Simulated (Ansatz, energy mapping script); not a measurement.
# MnS: exchange couplings from total energies

Wanted: the magnetic order of MnS, its couplings and an estimate of its ordering temperature, by PBE+U (7 eV).

Program: Ansatz 0.2.0. Level of theory: PBE with U = 7 eV on Mn d, ortho-atomic projectors; plane waves, U on orthogonalised atomic orbitals unless named otherwise, collinear spin, no spin–orbit coupling. Results are calculated unless marked as measured.

**What experiment says.**

“Single-Crystal and Powder Neutron Diffraction Study of FeXMn1-XS Solid Solutions” (2011, arxiv:1108.4537) reports for MnS, rock salt, by neutron diffraction (x = 0): ordering temperature (Neel temperature) 150 K.

The database entry behind the starting cell differs from later determinations by our own check (an axis about 0.2 % short against later determinations), so it need not match the best structure at ambient conditions.

## 1. Starting point

Symmetry: Fm-3m, No. 225, cubic system. The conventional cell has a = 5.209 Å, b = 5.209 Å, c = 5.209 Å, α = 90.00°, β = 90.00°, γ = 90.00°. Nearest to Mn lie 6 S at 2.60 Å. Nearest to S lie 6 Mn at 2.60 Å. Farther neighbours and most contacts between anions are not listed.

A Hubbard U penalises fractional filling of the shell. It raises the cost of virtual hops to the neighbours, so couplings that rest on such hops usually weaken.

## 2. Seed run in the crystal's own cell

A corrected shell can settle in several orbital fillings. One parallel run, with an occupation width a fifth wider than the orders use, therefore is to supply the occupation matrices. All orders start from them.

Input file input.yaml:

```yaml
crystal:
  lattice:
    - [0.0, 2.6045, 2.6045]
    - [2.6045, 0.0, 2.6045]
    - [2.6045, 2.6045, 0.0]
  atoms:
    - { symbol: Mn, position: [0.0, 0.0, 0.0], spin: 4.5 }
    - { symbol: S, position: [0.5, 0.5, 0.5] }
magnetization:
  spin_polarized: true
kpoints:
  mp_grid: { grid: [9, 9, 9] }
hamiltonian:
  xc: pbe
  hubbard:
    sites: [{ species: Mn, l: d, u_eff: 7.0 }]
    projectors: ortho-atomic
scf:
  occupations: { method: fermi_dirac, width: 0.06 }
output:
  eigenvalues: true
```

Started as:

```console
$ ansatz run input.yaml --threads 4 --pin off --max-ram 8192MiB --backend cpu --events-out ev --progress --plain --runs-dir out
```

Numbers of over 12 decimals in the logs are rounded to 6 here.

The program printed:

```text
Engine: ansatz 0.2.0, aarch64-unknown-linux-gnu
Pseudopotentials: kind: paw
Pseudopotential: Mn, paw, valence charge 15, recommended cutoff 420 eV (normal), Mn.paw.azcp
Pseudopotential: S, paw, valence charge 6, recommended cutoff 420 eV (normal), S.paw.azcp
Functional definition: PBE
  parameter kappa = 0.804
  parameter beta = 0.066725
  exchange = pbe_x(kappa = kappa, mu = beta*pi^2/3)
  correlation = pbe_c(beta = beta)
Crystal: 2 atoms, lattice volume = 35.335 Å³
Basis set: ecut = 420 eV, 701 PW (Γ)
Bands: 17, of which v1, the nominal top of the filled ones, is band 11 counted from 1 (10 counted from 0)
Symmetry: 48 space group operations
Space group: Fm-3m (ITA 225), of the structure as read, at distance tolerance 3.3e-5 Å
Magnetic group: BNS 225.116 (UNI 1618), of the structure as read, at distance tolerance 3.3e-5 Å
k-points: 35 of 729
Non-local potential: Mn, projectors of the file, l = 0: 3, l = 1: 2, l = 2: 3, l = 3: 1
Non-local potential: S, projectors of the file, l = 0: 2, l = 1: 2, l = 2: 2
PAW form: soft (Blöchl's): semilocal exchange-correlation on the pseudo side does not see the compensation charge
PAW one-centre angular grid: Mn, 590 points (default); XC on 64 Gauss nodes
PAW one-centre angular grid: S, 110 points (default); XC on 64 Gauss nodes
Initial density: superposition of atomic densities (chi_scale 0.1, normalization cell, long waves kept (reshape's long-wave potential 0.00 eV rms))
Starting moments: Σ|m| = 4.5 μB on 1 of 2 sites
Initial wavefunctions: pseudopotential atomic-orbital guess
Functional: x = pbe(κ = 0.804, μ = 0.219515), c = pbe(β = 0.066725)
SCF iter   1: F=—  HF=-4800.463228 eV  |F-HF|=—  |Δ(HF+E_count)|=         —  Δρ=6.28e-2 (↑6.28e-2 ↓2.32e-2)  dr2=1.14e0  dr2_m=3.52e-1  M=5.000 μB ∫|m|=5.000 μB  β_m=1.00  ethr=3.10e-3  ⟨swp⟩=4.5  Hψ=5623  notcnv=0
preconditioner: auto → none  [insulator: Δε(μ)=1.447 eV  Ē_g=11.637 eV  σ=0.060 eV  W_gap=1.00  n_scr=14 (ndim 8)  ℏωp=22.5 eV  f_vac=0.000  D(μ)=0.00/eV (n_scr^D=0)  ε∞_Penn≈4.7]
SCF iter   2: F=—  HF=-4800.351944 eV  |F-HF|=—  |Δ(HF+E_count)|=   1.11e-1  Δρ=1.22e-2 (↑1.06e-2 ↓1.22e-2)  dr2=1.32e-1  dr2_m=3.53e-3  M=5.000 μB ∫|m|=5.000 μB  β_m=1.00  ethr=3.10e-3  ⟨swp⟩=2.6  Hψ=2742  notcnv=0  defer=97
SCF iter   3: F=—  HF=-4800.531416 eV  |F-HF|=—  |Δ(HF+E_count)|=   1.79e-1  Δρ=5.21e-3 (↑5.09e-3 ↓5.21e-3)  dr2=2.21e-2  dr2_m=7.48e-4  M=5.000 μB ∫|m|=5.000 μB  β_m=1.00  ethr=6.28e-4  ⟨swp⟩=2.6  Hψ=2084  notcnv=0  defer=97
SCF iter   4: F=—  HF=-4800.614226 eV  |F-HF|=—  |Δ(HF+E_count)|=   8.28e-2  Δρ=2.25e-3 (↑2.25e-3 ↓1.90e-3)  dr2=2.69e-3  dr2_m=8.01e-5  M=5.000 μB ∫|m|=5.000 μB  β_m=1.00  ethr=1.05e-4  ⟨swp⟩=2.3  Hψ=1871  notcnv=0  defer=97
SCF iter   5: F=—  HF=-4800.650103 eV  |F-HF|=—  |Δ(HF+E_count)|=   3.59e-2  Δρ=2.91e-4 (↑2.91e-4 ↓2.22e-4)  dr2=1.99e-5  dr2_m=1.32e-5  M=5.000 μB ∫|m|=5.000 μB  β_m=0.30  ethr=1.28e-5  ⟨swp⟩=2.6  Hψ=1983  notcnv=0  defer=97
Mixer restart at iter 5: flushing history
spin-set hold released at iteration 5 (site moments contracting): the magnetisation degrees of freedom join the quasi-Newton model from the next iteration; the mixer history was flushed
SCF iter   6: F=—  HF=-4800.666644 eV  |F-HF|=—  |Δ(HF+E_count)|=   1.65e-2  Δρ=1.95e-4 (↑1.95e-4 ↓1.77e-4)  dr2=5.31e-6  dr2_m=8.32e-6  M=5.000 μB ∫|m|=5.000 μB  β_m=0.65  ethr=9.50e-8  ⟨swp⟩=2.0  Hψ=1913  notcnv=0  defer=97
SCF iter   7: F=—  HF=-4800.682732 eV  |F-HF|=—  |Δ(HF+E_count)|=   1.61e-2  Δρ=7.37e-5 (↑7.37e-5 ↓5.74e-5)  dr2=3.23e-6  dr2_m=8.35e-7  M=5.000 μB ∫|m|=5.000 μB  β_m=0.66  ethr=2.53e-8  ⟨swp⟩=3.0  Hψ=2055  notcnv=0  defer=97
SCF iter   8: F=—  HF=-4800.682732 eV  |F-HF|=—  |Δ(HF+E_count)|=   2.60e-7  Δρ=5.05e-5 (↑5.05e-5 ↓2.66e-5)  dr2=1.38e-6  dr2_m=2.26e-7  M=5.000 μB ∫|m|=5.000 μB  β_m=0.58  ethr=1.54e-8  ⟨swp⟩=2.7  Hψ=1853  notcnv=0  defer=97
SCF iter   9: F=-4800.682732 eV  HF=-4800.682732 eV  |F-HF|=3.44e-8  |Δ(HF+E_count)|=   4.49e-7  Δρ=1.21e-5 (↑1.15e-5 ↓1.21e-5)  dr2=2.30e-8  dr2_m=3.89e-8  M=5.000 μB ∫|m|=5.000 μB  ethr=4.76e-10  ⟨swp⟩=4.5  Hψ=4891  notcnv=0
SCF 1 converged in 9 iterations: F = -4800.682732 eV  dr2 = 2.30e-8
[...]
SCF converged after 9 iterations
Magnetization: 5.0000 μB (13.0000 up, 8.0000 down)
Absolute magnetization: 5.0000 μB (∫|ρ↑−ρ↓|, with the PAW one-centre terms)
Spin contamination: 0.0127 ħ² per cell (⟨S²⟩ above its minimum at these occupations)
Per-site moments (μB) at R_I (Å): [(4.572423, 1.074356), (0.053671, 1.074356)]
Free energy (F): -4800.682732 eV
Harris-Foulkes:  -4800.682732 eV  (|F-HF|=3.44e-8)
Internal energy: -4800.682730 eV  (E = F + TS)
E sigma→0 (E₀):  -4800.682731 eV
Entropy (-TS):   -0.000002 eV (-0.001 meV/atom)
Fermi energy:    10.642580 eV
--- Per-component energies (eV) ---
  E_band       = -319.158101
  E_kinetic    = 404.945613
  E_local      = -2448.852177  (includes V_loc(G=0)·N_el)
  E_nonlocal   = 281.939342
  E_hartree    = 1001.274063
  E_xc         = -208.381583
  E_vxc        = -229.667343  (∫ρ·V_xc dr)
  E_hubbard    = 0.766430  (on-site DFT+U / exact-exchange correction)
  E_vhub       = -16.671138  (the Hubbard potential's part of the band-sum identity)
  E_paw        = -1907.260236  (= ΣΔE_a)
  E_vpaw       = -313.394374  (= ΣTr[D̂ρ^β])
  E_aug_tail   = -0.000008  (compensation charges beyond the density's cutoff)
  E_ewald      = -1925.114175
  E_smearing   = -0.000002  (= −TS)
  E_closure    = 0.000000  (closes the sum)
  Σ components = -4800.682732   (vs F -4800.682732, Δ=0.00e0)
--- Band table (eV; the first three rows and the last of 70) ---
  k-point 0 ↑: bands = [... 7 lower, 2.8927, 2.9989, 2.9989, 8.8157, 8.8157, 8.8157, 12.0928, 18.8293, ... 2 higher]
  k-point 1 ↑: bands = [... 7 lower, 2.8845, 2.9765, 2.9765, 7.9915, 8.9499, 8.9499, 12.9057, 17.8932, ... 2 higher]
  k-point 2 ↑: bands = [... 7 lower, 2.7100, 3.0886, 3.0886, 6.6669, 9.2910, 9.2910, 13.8635, 17.2283, ... 2 higher]
  k-point 34 ↓: bands = [... 7 lower, 6.8088, 13.4324, 13.9738, 14.3118, 14.5071, 14.9557, 16.4886, 17.7521, ... 2 higher]
Occupation matrices written to <dir>
```

Elapsed: 1.2 s, on 4 threads of Arm Neoverse V1, shared host; peak memory 0.31 GiB.

In the SCF lines HF is the Harris–Foulkes energy and dr2 the Hartree energy of the density residual, in eV; the loop may stop once dr2 is under the threshold and the program's other checks hold. Hψ counts applications of the Hamiltonian.

Read from the output:

```
final state                       : ferromagnetic
electrons in the corrected shells : 5.201 e
largest moment                    : 4.572 μB
```

## 3. Order 1: parallel, cell A of 4 atoms

The parallel order is the zero of energy for this cell and mesh.

Input file input.yaml:

```yaml
crystal:
  lattice:
    - [0.0, -2.6045, -2.6045]
    - [-2.6045, 0.0, -2.6045]
    - [2.6045, 2.6045, -5.209]
  atoms:
    - { symbol: Mn, position: [0.5, 0.5, 0.5], spin: 4.5 }
    - { symbol: Mn, position: [0.0, 0.0, 0.0], spin: 4.5 }
    - { symbol: S, position: [0.75, 0.75, 0.75] }
    - { symbol: S, position: [0.25, 0.25, 0.25] }
magnetization:
  spin_polarized: true
kpoints:
  mp_grid: { grid: [9, 9, 9] }
hamiltonian:
  xc: pbe
  hubbard:
    sites:
      - { species: Mn, l: d, u_eff: 7.0 }
      - { site: 0, l: d, u_eff: 7.0, starting_ns: [{ spin: up, occupation_matrix: mn1_major }, { spin: down, occupation_matrix: mn1_minor }] }
      - { site: 1, l: d, u_eff: 7.0, starting_ns: [{ spin: up, occupation_matrix: mn1_major }, { spin: down, occupation_matrix: mn1_minor }] }
    projectors: ortho-atomic
    occupation_matrices:
      mn1_major:
        matrix:
          - [0.994, 0.0, 0.0, 0.0, 0.0]
          - [0.0, 0.999, 0.0, 0.0, 0.0]
          - [0.0, 0.0, 0.999, 0.0, 0.0]
          - [0.0, 0.0, 0.0, 0.994, 0.0]
          - [0.0, 0.0, 0.0, 0.0, 0.999]
      mn1_minor:
        matrix:
          - [0.082, 0.0, 0.0, 0.0, 0.0]
          - [0.0, 0.018, 0.0, 0.0, 0.0]
          - [0.0, 0.0, 0.018, 0.0, 0.0]
          - [0.0, 0.0, 0.0, 0.082, 0.0]
          - [0.0, 0.0, 0.0, 0.0, 0.018]
scf:
  occupations: { method: fermi_dirac, width: 0.05 }
output:
  eigenvalues: true
```

The program printed:

```text
[...]
Crystal: 4 atoms, lattice volume = 70.670 Å³
Basis set: ecut = 420 eV, 1401 PW (Γ)
Bands: 31, of which v1, the nominal top of the filled ones, is band 21 counted from 1 (20 counted from 0)
Symmetry: 24 space group operations
[...]
k-points: 85 of 729
[...]
Starting moments: Σ|m| = 9 μB on 2 of 4 sites
[...]
SCF iter   1: F=—  HF=-9601.059218 eV  |F-HF|=—  |Δ(HF+E_count)|=         —  Δρ=6.27e-2 (↑6.27e-2 ↓2.33e-2)  dr2=2.34e0  dr2_m=6.86e-1  M=10.000 μB ∫|m|=10.000 μB  β_m=1.00  ethr=3.10e-3  ⟨swp⟩=4.9  Hψ=19758  notcnv=0
[...]
spin=Collinear: Resta preconditioning applied to the charge; magnetization (m = ρ↑ − ρ↓) channel mixes plain (no charge-response kernel on spin).
SCF iter   2: F=—  HF=-9600.887352 eV  |F-HF|=—  |Δ(HF+E_count)|=   1.72e-1  Δρ=1.93e-2 (↑1.93e-2 ↓1.47e-2)  dr2=6.07e-1  dr2_m=1.21e-2  M=10.000 μB ∫|m|=10.000 μB  β_m=1.00  ethr=3.10e-3  ⟨swp⟩=2.5  Hψ=10118  notcnv=0  defer=332
[...]
SCF iter  11: F=-9601.365609 eV  HF=-9601.365609 eV  |F-HF|=1.26e-7  |Δ(HF+E_count)|=   3.28e-7  Δρ=8.84e-6 (↑8.84e-6 ↓6.39e-6)  dr2=7.65e-8  dr2_m=1.85e-8  M=10.000 μB ∫|m|=10.000 μB  ethr=2.38e-10  ⟨swp⟩=7.3  Hψ=17939  notcnv=0
SCF 1 converged in 11 iterations: F = -9601.365609 eV  dr2 = 7.65e-8
[...]
SCF converged after 11 iterations
Magnetization: 10.0000 μB (26.0000 up, 16.0000 down)
Absolute magnetization: 10.0000 μB (∫|ρ↑−ρ↓|, with the PAW one-centre terms)
[...]
Per-site moments (μB) at R_I (Å): [(4.572418, 1.074356), (4.572418, 1.074356), (0.053609, 1.074356), (0.053609, 1.074356)]
Free energy (F): -9601.365609 eV
[...]
Internal energy: -9601.365609 eV  (E = F + TS)
E sigma→0 (E₀):  -9601.365609 eV
Entropy (-TS):   -0.000000 eV (-0.000 meV/atom)
Fermi energy:    10.631651 eV
[...]
--- Specified on-site occupations, and those of the state reported ---
  electrons in the specified blocks: 10.4060 specified, 10.4023 found
  site 1 (l=d) ↑: largest change of an orbital's occupation 0.0005; electrons 4.9850 specified, 4.9838 found; spectral distance 0.0009
[...]
site 0 (l=d) ↓: largest change of an orbital's occupation 0.0003; electrons 0.2180 specified, 0.2173 found; spectral distance 0.0005
[...]
--- Band table (eV; the first three rows and the last of 170) ---
  k-point 0 ↑: bands = [... 17 lower, 2.9990, 3.3541, 3.3541, 5.1695, 8.8157, 8.8157, 8.8157, 10.0261, ... 6 higher]
  k-point 1 ↑: bands = [... 17 lower, 2.9846, 3.3399, 3.3399, 5.2220, 8.5671, 8.8503, 8.8503, 9.9842, ... 6 higher]
  k-point 2 ↑: bands = [... 17 lower, 2.9765, 3.2992, 3.2992, 5.3860, 7.9915, 8.9498, 8.9498, 9.8671, ... 6 higher]
  k-point 84 ↓: bands = [... 17 lower, 13.5411, 14.1087, 14.1465, 14.5068, 14.5868, 14.6269, 14.6768, 14.8655, ... 6 higher]
Occupation matrices written to <dir>
```

It took 6.8 s on 4 threads; peak memory 0.58 GiB.

Spin moment in the sphere by atom:

```
atom  spin moment in the sphere (μB)
 Mn1                            4.57
 Mn2                            4.57
  S3                            0.05
  S4                            0.05
```

The run ends ferromagnetic.

## 4. Order 2: compensated +−, cell A of 4 atoms

This order reverses 6 of the 12 neighbours at 3.68 Å, 6 of the 6 neighbours at 5.21 Å and 12 of the 24 neighbours at 6.38 Å, counted for an average magnetic atom.

input.yaml: that of step 3 with these lines changed.

```diff
@@ -7,3 +7,3 @@
     - { symbol: Mn, position: [0.5, 0.5, 0.5], spin: 4.5 }
-    - { symbol: Mn, position: [0.0, 0.0, 0.0], spin: 4.5 }
+    - { symbol: Mn, position: [0.0, 0.0, 0.0], spin: -4.5 }
     - { symbol: S, position: [0.75, 0.75, 0.75] }
@@ -20,3 +20,3 @@
       - { site: 0, l: d, u_eff: 7.0, starting_ns: [{ spin: up, occupation_matrix: mn1_major }, { spin: down, occupation_matrix: mn1_minor }] }
-      - { site: 1, l: d, u_eff: 7.0, starting_ns: [{ spin: up, occupation_matrix: mn1_major }, { spin: down, occupation_matrix: mn1_minor }] }
+      - { site: 1, l: d, u_eff: 7.0, starting_ns: [{ spin: up, occupation_matrix: mn1_minor }, { spin: down, occupation_matrix: mn1_major }] }
     projectors: ortho-atomic
```

The program printed:

```text
[...]
Crystal: 4 atoms, lattice volume = 70.670 Å³
Basis set: ecut = 420 eV, 1401 PW (Γ)
Bands: 31, of which v1, the nominal top of the filled ones, is band 21 counted from 1 (20 counted from 0)
Symmetry: 12 space group operations
[...]
k-points: 85 of 729
[...]
Starting moments: Σ|m| = 9 μB on 2 of 4 sites
Starting magnetic order: antiferromagnet; a translation exchanges its spin sublattices: spin-degenerate at every k-point
[...]
the translation (0.5, 0.5, 0.5) carries every atom to within crystal.symmetry.tolerance of an atom of its element with the starting moment reversed, but both spin channels are solved: the dense FFT box has an odd point count along it
SCF iter   1: F=—  HF=-9601.145160 eV  |F-HF|=—  |Δ(HF+E_count)|=         —  Δρ=4.68e-2 (↑4.68e-2 ↓4.68e-2)  dr2=2.48e0  dr2_m=6.13e-1  M=0.000 μB ∫|m|=9.537 μB  β_m=1.00  ethr=3.10e-3  ⟨swp⟩=4.3  Hψ=19743  notcnv=0
[...]
SCF iter  12: F=-9601.400247 eV  HF=-9601.400247 eV  |F-HF|=1.23e-8  |Δ(HF+E_count)|=   1.32e-7  Δρ=2.41e-6 (↑2.41e-6 ↓2.41e-6)  dr2=1.25e-8  dr2_m=2.25e-10  M=0.000 μB ∫|m|=9.700 μB  ethr=2.38e-10  ⟨swp⟩=7.8  Hψ=18845  notcnv=0
SCF 1 converged in 12 iterations: F = -9601.400247 eV  dr2 = 1.25e-8
[...]
SCF converged after 12 iterations
Magnetization: 0.0000 μB (21.0000 up, 21.0000 down)
Absolute magnetization: 9.7021 μB (∫|ρ↑−ρ↓|, with the PAW one-centre terms)
[...]
Per-site moments (μB) at R_I (Å): [(4.522082, 1.074356), (-4.522078, 1.074356), (3.558821899453163e-7, 1.074356), (3.558821894269709e-7, 1.074356)]
Free energy (F): -9601.400247 eV
[...]
Internal energy: -9601.400247 eV  (E = F + TS)
E sigma→0 (E₀):  -9601.400247 eV
Fermi energy:    10.658476 eV
[...]
--- Specified on-site occupations, and those of the state reported ---
  electrons in the specified blocks: 10.4060 specified, 10.4421 found
[...]
--- Band table (eV; the first three rows and the last of 170) ---
  k-point 0 ↑: bands = [... 17 lower, 8.7750, 8.8645, 8.8645, 8.8658, 12.6117, 13.4624, 14.0725, 14.0725, ... 6 higher]
  k-point 1 ↑: bands = [... 17 lower, 8.6133, 8.6248, 9.0327, 9.0327, 12.8414, 13.4569, 14.0512, 14.0512, ... 6 higher]
  k-point 2 ↑: bands = [... 17 lower, 8.4427, 8.4427, 9.2199, 9.2199, 13.3067, 13.4971, 13.9864, 13.9864, ... 6 higher]
  k-point 84 ↓: bands = [... 17 lower, 6.1051, 6.4642, 7.9310, 8.3254, 12.9567, 13.9253, 14.4073, 14.4960, ... 6 higher]
Occupation matrices written to <dir>
```

Elapsed: 6.8 s, on 4 threads; peak memory 0.6 GiB.

Spin moment in the sphere by atom:

```
atom  spin moment in the sphere (μB)
 Mn1                            4.52
 Mn2                           -4.52
  S3                            0.00
  S4                            0.00
```

The run ends antiferromagnetic, 17.32 meV a magnetic atom below the parallel order of its cell.

## 5. Run 3 (parallel; cell B, 4 atoms)

The parallel order again, as the reference for this cell.

This run holds the same structure in another cell (c 6.380 → 5.209 Å, α 73.2 → 90.0°, β 73.2 → 90.0°, γ 60.0 → 90.0°).

Input file input.yaml:

```yaml
crystal:
  lattice:
    - [0.0, -2.6045, -2.6045]
    - [0.0, 2.6045, -2.6045]
    - [5.209, 0.0, 0.0]
  atoms:
    - { symbol: Mn, position: [0.5, 0.5, 0.5], spin: 4.5 }
    - { symbol: Mn, position: [0.0, 0.0, 0.0], spin: 4.5 }
    - { symbol: S, position: [0.5, 0.5, 0.0] }
    - { symbol: S, position: [0.0, 0.0, 0.5] }
magnetization:
  spin_polarized: true
kpoints:
  mp_grid: { grid: [8, 8, 6] }
hamiltonian:
  xc: pbe
  hubbard:
    sites:
      - { species: Mn, l: d, u_eff: 7.0 }
      - { site: 0, l: d, u_eff: 7.0, starting_ns: [{ spin: up, occupation_matrix: mn1_major }, { spin: down, occupation_matrix: mn1_minor }] }
      - { site: 1, l: d, u_eff: 7.0, starting_ns: [{ spin: up, occupation_matrix: mn1_major }, { spin: down, occupation_matrix: mn1_minor }] }
    projectors: ortho-atomic
    occupation_matrices:
      mn1_major:
        matrix:
          - [0.994, 0.0, 0.0, 0.0, 0.0]
          - [0.0, 0.999, 0.0, 0.0, 0.0]
          - [0.0, 0.0, 0.999, 0.0, 0.0]
          - [0.0, 0.0, 0.0, 0.994, 0.0]
          - [0.0, 0.0, 0.0, 0.0, 0.999]
      mn1_minor:
        matrix:
          - [0.082, 0.0, 0.0, 0.0, 0.0]
          - [0.0, 0.018, 0.0, 0.0, 0.0]
          - [0.0, 0.0, 0.018, 0.0, 0.0]
          - [0.0, 0.0, 0.0, 0.082, 0.0]
          - [0.0, 0.0, 0.0, 0.0, 0.018]
scf:
  occupations: { method: fermi_dirac, width: 0.05 }
output:
  eigenvalues: true
```

The program printed:

```text
[...]
Crystal: 4 atoms, lattice volume = 70.670 Å³
Basis set: ecut = 420 eV, 1393 PW (Γ)
Bands: 31, of which v1, the nominal top of the filled ones, is band 21 counted from 1 (20 counted from 0)
Symmetry: 32 space group operations
[...]
k-points: 60 of 384
[...]
Starting moments: Σ|m| = 9 μB on 2 of 4 sites
[...]
k-point 0 ↑: bands = [... 17 lower, 3.4672, 3.4672, 4.5800, 4.5850, 7.1196, 7.1196, 8.8157, 8.8157, ... 6 higher]
  k-point 1 ↑: bands = [... 17 lower, 3.4050, 3.4050, 3.5096, 5.7510, 7.2678, 7.2678, 8.4649, 8.7361, ... 6 higher]
  k-point 2 ↑: bands = [... 17 lower, 3.1635, 3.2599, 3.2599, 6.7176, 7.6436, 7.6436, 7.8964, 8.4916, ... 6 higher]
  k-point 59 ↓: bands = [... 17 lower, 13.3803, 14.2077, 14.2077, 14.2077, 14.2077, 14.3283, 14.3283, 14.9646, ... 6 higher]
Occupation matrices written to <dir>
[key lines of the parts left out:]
SCF converged after 11 iterations
Magnetization: 10.0000 μB (26.0000 up, 16.0000 down)
Free energy (F): -9601.365434 eV
Fermi energy:    10.571288 eV
```

The job ended after 4.8 s (4 threads; peak memory 0.51 GiB; 18 s of CPU time).

The run ends ferromagnetic. For each magnetic atom its energy differs from the parallel run of the first cell by 0.09 meV, an error that one common reference would have brought in.

[end of part 1 of 2]

[Logs and program files are shortened in this print: banners, set-up blocks, solver, clock and traceback lines can be left out without a mark of their own.]

[Logs are printed without paths, hosts, clocks, repeated set-up lines and the standing remarks that a program may print on its own settings, such as how far it seeks lower states.]

[Hosts, paths, dates, database ids (printed as entryN), source tags and the programs' standing remarks are cut or masked in the printed files.]

[Where a cell is said to come from a database of computed structures, the database is the Materials Project.]
